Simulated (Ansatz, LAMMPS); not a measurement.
# Structural relaxation of a frame of liquid (Cs,K,Li)F from 1300 K (82 atoms)

Wanted: the relaxed structure of a frame of liquid (Cs,K,Li)F from 1300 K (82 atoms) and its electronic structure.

Main program and level: Ansatz 0.2.0; Kohn-Sham DFT, PBE, PAW (set soft_2), plane waves.

## Step 1: Set-up

The cell holds 82 atoms: 15 Cs, 8 K, 18 Li and 41 F. Its edges and angles: a = 12.829 Å, b = 12.829 Å, c = 12.829 Å, α = 90.0°, β = 90.0°, γ = 90.0°. 82 atoms (15 Cs, 8 K, 18 Li, 41 F) placed at random at 2.52 g/cm³, melted at 1800 K for 10 ps at fixed volume with the Lennard-Jones and Coulomb ion parameters for SPC/E (Joung and Cheatham, J. Phys. Chem. B 112, 9020 (2008)), full charges. Snapshot at the end of a hold of 20 ps at 1300 K and fixed volume.

Before any run, some limits are plain. The starting topology of bonds comes from the classical model. The ion parameters were fitted for water, not for melts, so the starting structure of this cell may lie well off the real melt's. The Brillouin zone is sampled at Γ only, in a cell whose shortest periodic width is 13 Å. Spin–orbit coupling is left out, which matters for the levels of the heavy elements.

## Step 2: Single point at the start

A single point comes first, to see the forces before anything moves.

input.yaml

```yaml
crystal:
  lattice:
    - [12.8285, 0.0, 0.0]
    - [0.0, 12.8285, 0.0]
    - [0.0, 0.0, 12.8285]
  atoms:
    - { symbol: Cs, position: [0.3293, 0.49299, 0.44153] }
    - { symbol: Cs, position: [0.10881, 0.53716, 0.09676] }
    - { symbol: Cs, position: [0.30091, 0.99237, 0.81984] }
    - { symbol: Cs, position: [0.03638, 0.34928, 0.93278] }
    [... 72 atom lines left out ...]
    - { symbol: F, position: [0.03749, 0.24524, 0.326] }
    - { symbol: F, position: [0.58521, 0.15494, 0.49872] }
    - { symbol: F, position: [0.50392, 0.35755, 0.81472] }
    - { symbol: F, position: [0.70889, 0.57174, 0.84001] }
    - { symbol: F, position: [0.8462, 0.98228, 0.22552] }
    - { symbol: F, position: [0.49924, 0.39544, 0.519] }
kpoints:
  mp_grid: { grid: [1, 1, 1] }
hamiltonian:
  xc: pbe
scf:
  occupations: { method: fixed }
output:
  forces: true
  stress: true
  populations: intrinsic
  dos:
    method: { smearing: { sigma: 0.1 } }
    de: 0.1
    projected: { site_lists: { Cs: [Cs], F: [F], K: [K], Li: [Li] } }
  eigenvalues: true
```

Run with:

```console
$ ansatz run input.yaml --threads 4 --pin off --max-ram 8192MiB --backend cpu --events-out ev --progress --plain --runs-dir out
```

The job ended after 24 s (4 threads of Arm Neoverse V2, shared host; peak memory 2.5 GiB).

Read from the output:

```yaml
free_energy: -134284.3413 eV
free_energy_per_atom: -1637.6139 eV/atom
scf_cycles: 9
pressure: -1.886 GPa
r_m_s_force_component: 0.4589 eV/Å
longest_force: 1.977 eV/Å
fermi_energy: 0.4758 eV
spacing_of_highest_filled_and_lowest_empty_level: 3.555 eV
```

The r.m.s. force component of 0.46 eV/Å and the pressure of -1.9 GPa set the starting point.

Length of the force by element:

```tsv
element	coordination	atoms	mean length of the force (eV/Å)	spread	least	most
Cs	all	15	0.693	0.504	0.201	1.98
F	all	41	0.727	0.283	0.116	1.60
K	all	8	0.751	0.457	0.282	1.79
Li	all	18	0.701	0.219	0.367	1.19
```

## Step 3: Relaxation

The atoms are relaxed in the fixed cell, aiming at the force tolerance of the input.

input.yaml, the sections that differ from step 2:

```yaml
output:
  forces: true
relax:
  f_tol: 0.03
  max_steps: 200
# crystal, kpoints, hamiltonian, scf: as in step 2
```

Wall time 8.9 min (4 threads); peak memory 2.3 GiB.

The steps of the relaxation (22 of 43):

```tsv
step	energy less that of the first step (eV)	largest force component (eV/Å)
1	0.0000	1.4736
3	-7.0077	0.6084
5	-10.2762	0.2861
7	-11.7851	0.2111
9	-12.5102	0.1383
11	-12.9174	0.1276
13	-13.2565	0.0855
15	-13.5222	0.1391
17	-13.8095	0.1671
19	-13.9733	0.1093
21	-14.0416	0.0947
23	-14.0863	0.0376
25	-14.1364	0.0689
27	-14.1761	0.0795
29	-14.1968	0.0338
31	-14.2143	0.0622
33	-14.2384	0.0427
35	-14.2802	0.0588
37	-14.3330	0.0505
39	-14.3637	0.0552
41	-14.3765	0.0283
43	-14.3837	0.0269
```

The atoms that moved most (Å):

```tsv
atom	dx	dy	dz	length
F47	-0.708	0.394	-2.337	2.474
F79	0.380	0.616	2.016	2.142
Cs3	1.242	0.641	1.604	2.127
F44	-1.075	-1.455	0.809	1.982
Cs14	0.838	-1.572	0.005	1.782
F42	1.702	-0.266	0.326	1.753
Cs2	-0.435	1.599	-0.354	1.694
F51	0.533	-1.230	0.829	1.576
```

The relaxation changed the energy by -175 meV/atom, and atoms moved by 1.1 Å r.m.s., 2.5 Å at most.

## Step 4: Structure statistics after relaxation

Bonds before and after, by the cutoffs listed below:

```tsv
pair	bonds before	bonds after	mean before (Å)	mean after (Å)	spread before (Å)	spread after (Å)
F-Li	59	65	2.102	1.896	0.148	0.078
F-Cs	71	76	3.002	3.051	0.261	0.171
F-K	41	40	2.890	2.711	0.279	0.167
```

Density 2.52 g/cm³, 25.75 Å³ an atom.

Pair distribution functions g(r), in bins of 0.2 Å:

```tsv
r (Å)	total	F-F	F-Li	F-Cs	F-K	Li-Li	Li-Cs
1.70	0.32	0.00	1.45	0.00	0.00	0.00	0.00
1.90	3.75	0.00	17.05	0.00	0.00	0.00	0.00
2.10	0.48	0.00	2.17	0.00	0.00	0.00	0.00
2.30	0.00	0.00	0.00	0.00	0.00	0.00	0.00
2.50	0.65	0.00	0.00	0.00	4.67	4.00	0.00
2.70	0.96	0.53	0.00	0.18	7.14	2.17	0.00
2.90	1.57	1.31	0.13	5.20	1.49	1.86	0.00
3.10	1.82	3.10	0.00	4.00	0.79	2.66	0.64
3.30	1.38	2.40	0.31	1.64	0.00	3.34	1.69
3.50	0.89	1.07	0.83	0.22	0.00	0.41	2.51
3.70	0.82	0.86	0.74	0.29	0.00	1.90	1.37
3.90	0.80	0.66	0.59	0.27	0.33	1.02	2.23
4.10	0.93	0.70	1.28	0.49	1.07	0.00	1.30
4.30	0.98	0.93	1.56	0.60	0.42	0.28	1.18
4.50	1.06	0.99	1.40	0.60	0.89	0.77	1.07
4.70	0.97	0.82	1.23	0.75	1.27	0.23	0.70
4.90	1.05	0.87	1.33	0.85	1.81	0.65	0.79
5.10	0.80	0.77	0.78	0.94	0.60	0.60	0.97
5.30	1.05	1.10	0.86	1.46	1.01	1.10	0.56
5.50	0.83	1.22	0.53	0.86	1.02	0.17	0.51
5.70	0.88	0.92	0.74	1.26	1.33	0.31	0.48
5.90	1.17	1.23	0.88	1.42	1.40	0.90	0.89
6.10	1.00	0.86	1.04	0.96	0.90	1.80	1.33
6.30	0.92	0.86	0.69	1.21	0.90	0.79	1.66
```

Bonds by pair of elements; cutoffs follow the first minimum of g(r), held within bounds set by covalent radii, and pairs that aren't listed don't count as bonded:

```tsv
pair A-B	cutoff (Å)	bonds	mean length (Å)	spread (Å)	shortest (Å)	B about A	A about B
F-Li	2.46	65	1.90	0.078	1.77	1.58	3.61
F-Cs	3.62	76	3.05	0.171	2.80	1.85	5.07
F-K	3.46	40	2.71	0.167	2.52	0.976	5
```

How many atoms have how many bonded neighbours:

```tsv
element	mean	3	4	5	6	7
Cs	5.07	1	2	9	1	2
F	4.42	1	24	14	2	0
K	5	0	3	2	3	0
Li	3.61	7	11	0	0	0
```

Bond angles, per cent of each kind in bins of 5°:

```tsv
angle (°)	F-Cs-F	Cs-F-Li	F-Li-F	F-K-F	Cs-F-K
50–55	2.5	0.0	0.0	0.0	0.0
55–60	4.3	0.0	0.0	3.6	0.0
60–65	7.4	0.0	0.0	2.4	0.0
65–70	4.9	1.1	0.0	6.0	0.0
70–75	3.7	5.3	0.0	7.2	4.9
75–80	3.7	8.5	0.0	6.0	4.9
80–85	8.6	3.2	0.0	6.0	14.8
85–90	6.8	17.0	6.9	4.8	4.9
90–95	6.2	9.6	9.2	9.6	9.8
95–100	2.5	6.4	5.8	3.6	4.9
100–105	6.8	9.6	6.9	4.8	9.8
105–110	4.9	6.4	11.5	7.2	1.6
110–115	6.8	3.2	18.4	6.0	8.2
115–120	3.1	6.4	16.1	6.0	3.3
120–125	3.1	2.1	10.3	2.4	4.9
125–130	4.3	2.1	8.1	4.8	8.2
130–135	4.3	2.1	4.6	2.4	1.6
135–140	2.5	1.1	2.3	3.6	3.3
140–145	3.7	2.1	0.0	3.6	0.0
145–150	3.1	1.1	0.0	2.4	1.6
150–155	1.2	3.2	0.0	1.2	4.9
155–160	2.5	4.3	0.0	1.2	6.6
160–165	1.2	1.1	0.0	2.4	0.0
165–170	0.6	2.1	0.0	0.0	0.0
170–175	0.6	2.1	0.0	2.4	1.6
175–180	0.6	0.0	0.0	0.0	0.0
```

Bond angles (no mean is given where the spread exceeds 20°):

```tsv
angle	count	mean (°)	spread (°)
F-Cs-F	162	-	-
Cs-F-Li	94	-	-
F-Li-F	87	111	12.7
F-K-F	83	-	-
Cs-F-K	61	-	-
```

Bond length by coordination (bonds to H left out):

```tsv
element	coordination	atoms	mean bond length (Å)
Cs	3	1	2.86
Cs	4	2	2.97
Cs	5	9	3.04
Cs	6	1	3.02
Cs	7	2	3.18
F	3	1	1.92
F	4	24	2.51
F	5	14	2.62
F	6	2	2.74
K	4	3	2.63
K	5	2	2.70
K	6	3	2.77
Li	3	7	1.83
Li	4	11	1.93
```

First main peaks of g(r), for some of the pairs, lie near 3.2 Å (F-F), 1.9 Å (F-Li), 2.9 Å (F-Cs), 2.6 Å (F-K) and 2.6 Å (Li-Li). With the cutoffs above, 60 % of Cs atoms have 5, 59 % of F atoms have 4, 38 % of K atoms have 4 and as many 6 and 61 % of Li atoms have 4 bonded neighbours.

## Step 5: Single point at the relaxed geometry

One more single point at the end of the walk gives the fuller output and checks the residual forces.

input.yaml

```yaml
crystal:
  lattice:
    - [12.8285, 0.0, 0.0]
    - [0.0, 12.8285, 0.0]
    - [0.0, 0.0, 12.8285]
  atoms:
    - { symbol: Cs, position: [0.37361, 0.45434, 0.41081] }
    - { symbol: Cs, position: [0.07493, 0.6618, 0.06915] }
    - { symbol: Cs, position: [0.39769, 0.04234, 0.94484] }
    - { symbol: Cs, position: [0.96135, 0.39769, 0.94849] }
    [... 72 atom lines left out ...]
    - { symbol: F, position: [0.03592, 0.19975, 0.29811] }
    - { symbol: F, position: [0.58962, 0.14776, 0.43295] }
    - { symbol: F, position: [0.53357, 0.40554, 0.97189] }
    - { symbol: F, position: [0.72249, 0.55791, 0.88577] }
    - { symbol: F, position: [0.90811, 0.91199, 0.20396] }
    - { symbol: F, position: [0.54338, 0.36638, 0.53152] }
kpoints:
  mp_grid: { grid: [1, 1, 1] }
hamiltonian:
  xc: pbe
scf:
  occupations: { method: fixed }
output:
  forces: true
  stress: true
  populations: true
  dos:
    method: { smearing: { sigma: 0.08 } }
    de: 0.1
    projected: { site_lists: { Cs: [Cs], F: [F], K: [K], Li: [Li] } }
  eigenvalues: true
  write_density: true
  write_potential: true
  volumetric_format: npy
  elf: true
```

Elapsed: 28 s, on 4 threads; peak memory 2.5 GiB; 1.8 min of CPU time.

The program notes that the exchange-correlation potential is rough where the density is thin.

Read from the output:

| Quantity | Value |
| --- | --- |
| free energy | -134298.7250 eV |
| free energy per atom | -1637.7893 eV/atom |
| SCF cycles | 9 |
| pressure | -0.6741 GPa |
| r.m.s. force component | 0.00621 eV/Å |
| longest force | 0.03039 eV/Å |
| Fermi energy | -0.2974 eV |
| gap (highest filled to lowest empty level) | 4.392 eV |
| spilling of the projection | 0.006134 |

Löwdin charges by element and coordination (they lack the spilled electrons, 0.041 e an atom on average):

```tsv
element	coordination	atoms	mean charge (e)	spread	least	most
Cs	all	15	0.948	0.0105	0.932	0.973
Cs	3	1	0.966	0	0.966	0.966
Cs	4	2	0.949	0.0067	0.942	0.955
Cs	5	9	0.946	0.005	0.940	0.956
Cs	6	1	0.973	0	0.973	0.973
Cs	7	2	0.935	0.0027	0.932	0.938
F	all	41	-0.780	0.0099	-0.798	-0.758
F	3	1	-0.762	0	-0.762	-0.762
F	4	24	-0.782	0.0094	-0.798	-0.763
F	5	14	-0.778	0.0099	-0.794	-0.758
F	6	2	-0.780	1.0e-4	-0.780	-0.780
K	all	8	0.851	0.0132	0.831	0.880
K	4	3	0.860	0.0143	0.849	0.880
K	5	2	0.85	0.0062	0.844	0.856
K	6	3	0.843	0.0095	0.831	0.854
Li	all	18	0.795	0.0155	0.767	0.821
Li	3	7	0.806	0.0114	0.787	0.821
Li	4	11	0.789	0.0139	0.767	0.812
```

Density of states as counts of states in windows of 1 eV (from the Fermi level), total and the larger projections:

```tsv
from (eV)	to (eV)	total	F p	Cs p	K p
-14	-11	0.0	0.0	0.0	0.0
-11	-10	47.7	0.4	0.0	47.1
-10	-9	0.3	0.0	0.0	0.3
-9	-7	0.0	0.0	0.0	0.0
-7	-6	13.5	0.3	13.1	0.0
-6	-5	76.3	2.1	73.3	0.0
-5	-4	0.2	0.0	0.2	0.0
-4	-3	0.0	0.0	0.0	0.0
-3	-2	10.5	10.0	0.0	0.0
-2	-1	73.9	70.6	0.5	0.1
-1	0	158.5	153.1	1.8	0.3
0	1	3.0	2.9	0.1	0.0
1	4	0.0	0.0	0.0	0.0
4	5	2.0	0.0	0.0	0.0
```

The curve was stored every 0.10 eV, coarse against its broadening of 0.08 eV, so these counts are rough.

With fixed occupations the program's Fermi level is the highest filled level; weight inside the gap is the broadening of levels at its edges.

Between -26 and -14 eV lie 112 more states.

The stored curve holds about 496 of the 548 electrons; the rest, give or take the few that broadening carries across the Fermi level, lie in deeper levels below its range.

The levels nearest the highest filled one (over half full), pooled over k-points and spins:

```tsv
level less the highest filled one (eV)	occupation
-0.142	2
-0.129	2
-0.107	2
-0.0888	2
-0.0779	2
0	2
4.39	0
5.22	0
5.29	0
5.39	0
5.70	0
5.79	0
```

Mean Löwdin charges: Cs +0.95, F -0.78, K +0.85, Li +0.80 e (they miss 0.61 % of the electrons, so they add up to more than the cell's charge).

## Step 6: What came out

```
energy change in the relaxation                  : -175.4 meV/atom
r.m.s. displacement                              : 1.12 Å
largest displacement                             : 2.474 Å
free energy per atom                             : -1637.7893 eV/atom
pressure                                         : -0.6741 GPa
r.m.s. force component                           : 0.00621 eV/Å
gap (highest filled to lowest empty level) : 4.392 eV
wall time of the 3 DFT runs                      : 9.7 min
```

In words: Relaxation lowers the energy by 175 meV/atom and moves atoms by 1.1 Å r.m.s.; the r.m.s. force component goes from 0.46 to 0.0062 eV/Å, the pressure goes from -1.9 to -0.67 GPa, and the gap from 3.56 to 4.39 eV. By the final cutoffs 24 of 171 bonded pairs parted and 34 joined. From the first step to the last the energy fell by 14.384 eV, and the largest move was 2.47 Å (F47). The F-Li bonds go from 2.102 Å (spread 0.148) to 1.896 Å (spread 0.078), and their number from 59 to 65. With the cutoffs above, 60 % of Cs atoms have 5, 59 % of F atoms have 4, 38 % of K atoms have 4 and as many 6 and 61 % of Li atoms have 4 bonded neighbours. Between filled and empty levels lie 4.39 eV (at Γ alone); a semilocal functional tends to put such gaps too low. In a disordered cell it changes from sample to sample and from frame to frame.

**Limits.** The starting topology of bonds comes from the classical model; in DFT 24 of its 171 bonded pairs passed out of the cutoffs and 34 came within them.

[Logs are printed without paths, hosts, clocks, repeated set-up lines and the standing remarks that a program may print on its own settings, such as how far it seeks lower states.]

[Hosts, paths, dates, database ids (printed as entryN), source tags and the programs' standing remarks are cut or masked in the printed files.]
